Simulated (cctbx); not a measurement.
## GdAlCd4: solution and refinement

Cell a = 5.9230 Å, b = 10.0230 Å, c = 4.7710 Å, α = 90.00°, β = 90.00°, γ = 90.00°; space group Cmmm (no. 65); content Gd2 Cd8 Al2.

Simulated single-crystal data (cctbx): Cu Kα, λ = 1.54184 Å, to d = 0.8 Å, 95 % of the full sphere, strongest reflection 70000 counts, noise from counting, a 3 % proportional error and a noise floor of 2 counts (s.d.); no absorption, and some extinction, which the refinements don't model.

Charge flipping in P1 on plain amplitudes to 0.8 Å, δ = 1 σ, 20 % of the reflections treated as weak, 300 cycles:

```text
cycle      R  skewness
    0  0.588     0.36
   25  0.317     4.41
   50  0.235     4.74
   75  0.218     4.61
  100  0.225     4.64
  125  0.213     4.46
  150  0.223     4.63
  175  0.201     4.55
  200  0.211     4.58
  225  0.210     4.47
  250  0.211     4.51
  275  0.216     4.59
origin shift          correlation  skewness
 0.365  0.344  0.138      0.924      5.69
 0.367  0.178  0.140      0.931      6.21
 0.367  0.081  0.140      0.914      3.57
 0.369  0.413  0.142      0.917      4.00
taken: symmetry correlation 0.931, skewness 6.21
peak      x       y       z  mult  height/sigma
Q1    0.0000  0.5000  0.0000    2     19.6
Q2    0.0000  0.1671  0.0000    4     11.0
Q3    0.2500  0.2500  0.5000    4      9.9
Q4    0.0000  0.0000  0.5000    2      3.3
Q5    0.1621  0.2508  0.2983   16      2.8
Q6    0.0000  0.0000  0.0000    2      2.6
Q7    0.2447  0.0748  0.5000    8      2.3
Q8    0.0887  0.1642  0.2077   16      1.5
Q9    0.0892  0.3332  0.1860   16      1.5
```

The origin is taken among those within 0.04 of the best correlation, by the skewness of the map.

Run time: 0.32 s on 1 thread of Arm Neoverse V2, with other jobs on the host, peak memory 0.07 GiB.

Q: Assign the peaks.

Heights go roughly as Z and multiplicities must add up to the content. First model: Q1 = Gd1 (2 in the cell, height 19.6), Q2 = Cd1 (4 in the cell, height 11.0), Q3 = Cd2 (4 in the cell, height 9.9) and Q4 = Al1 (2 in the cell, height 3.3). Against the true structure, Q1 is Gd, Q2 is Cd, Q3 is Cd and Q4 is Al; the other peaks are not atoms.

Least squares on F², isotropic:

```text
Rint 0.023, 189 unique reflections to 0.80 A
cycle     R1     wR2    GooF  max shift (A)
   1  0.0896  0.2025  11.522   0.00216
   2  0.0139  0.0358   2.037   0.00000
final R1 0.0139 wR2 0.0358 GooF 2.037  parameters 5  data/parameter 37.8
atom        x        y        z      Ueq    occ   su(xyz)  su(Uiso or U11)
Gd1    0.00000  0.50000  0.00000   0.0087  1.000  0.00000  0.0002
Cd1    0.00000  0.16732  0.00000   0.0084  1.000  0.00005  0.0002
Cd2    0.25000  0.25000  0.50000   0.0086  1.000  0.00000  0.0002
Al1    0.00000  0.00000  0.50000   0.0219  1.000  0.00000  0.0008
difference map: max 0.92 min -2.19 rms 0.21
Q1    0.1613  0.2411  0.5000    8    0.93  0.53 A from Cd2
Q2    0.0667  0.1481  0.0000    8    0.77  0.44 A from Cd1
Q3    0.0944  0.5000  0.0000    4    0.68  0.56 A from Gd1
Q4    0.0000  0.2243  0.0000    4    0.55  0.57 A from Cd1
Q5    0.0000  0.2052  0.4142    8    0.49  1.60 A from Cd2
```

Anisotropic refinement:

```text
Rint 0.023, 189 unique reflections to 0.80 A
cycle     R1     wR2    GooF  max shift (A)
   1  0.0140  0.0358   2.089   0.00012
   2  0.0074  0.0178   1.037   0.00000
final R1 0.0074 wR2 0.0178 GooF 1.037  parameters 14  data/parameter 13.5
atom        x        y        z      Ueq    occ   su(xyz)  su(Uiso or U11)
Gd1    0.00000  0.50000  0.00000   0.0086  1.000  0.00000  0.0002
Cd1    0.00000  0.16731  0.00000   0.0082  1.000  0.00002  0.0001
Cd2    0.25000  0.25000  0.50000   0.0085  1.000  0.00000  0.0001
Al1    0.00000  0.00000  0.50000   0.0217  1.000  0.00000  0.0010
difference map: max 0.39 min -0.80 rms 0.13
Q1    0.2500  0.2500  0.0000    4    0.42  1.70 A from Cd1
Q2    0.0000  0.1623  0.5000    4    0.32  1.63 A from Al1
Q3    0.1879  0.0000  0.2336    8    0.31  1.69 A from Al1
Q4    0.0000  0.3180  0.2861    8    0.30  1.92 A from Cd2
Q5    0.0000  0.2203  0.3174    8    0.26  1.60 A from Cd1
Q6    0.2315  0.1087  0.0000    8    0.26  1.49 A from Cd1
```

**Reading.** The refinement ends at R1 = 0.0074, wR2 = 0.0178, GooF = 1.04, with difference density between -0.80 and 0.39 e/Å³. Every site matches the true model in element, within 0.001 Å r.m.s., up to an allowed shift of origin.

True model:

```csv
atom,mult.,x,y,z,Ueq (Å²)
Gd1,2,1/2,0,0,0.0089
Cd1,4,1/4,3/4,1/2,0.0086
Cd2,4,1/2,0.6673,0,0.0083
Al1,2,0,0,1/2,0.0213
```

The model is made up (kin elements in a known structure type, no relaxation), so it says nothing on whether the phase exists.

[Middle refinement cycles are left out of these outputs.]

[Logs are printed without paths, hosts, clocks, repeated set-up lines and the standing remarks that a program may print on its own settings, such as how far it seeks lower states.]
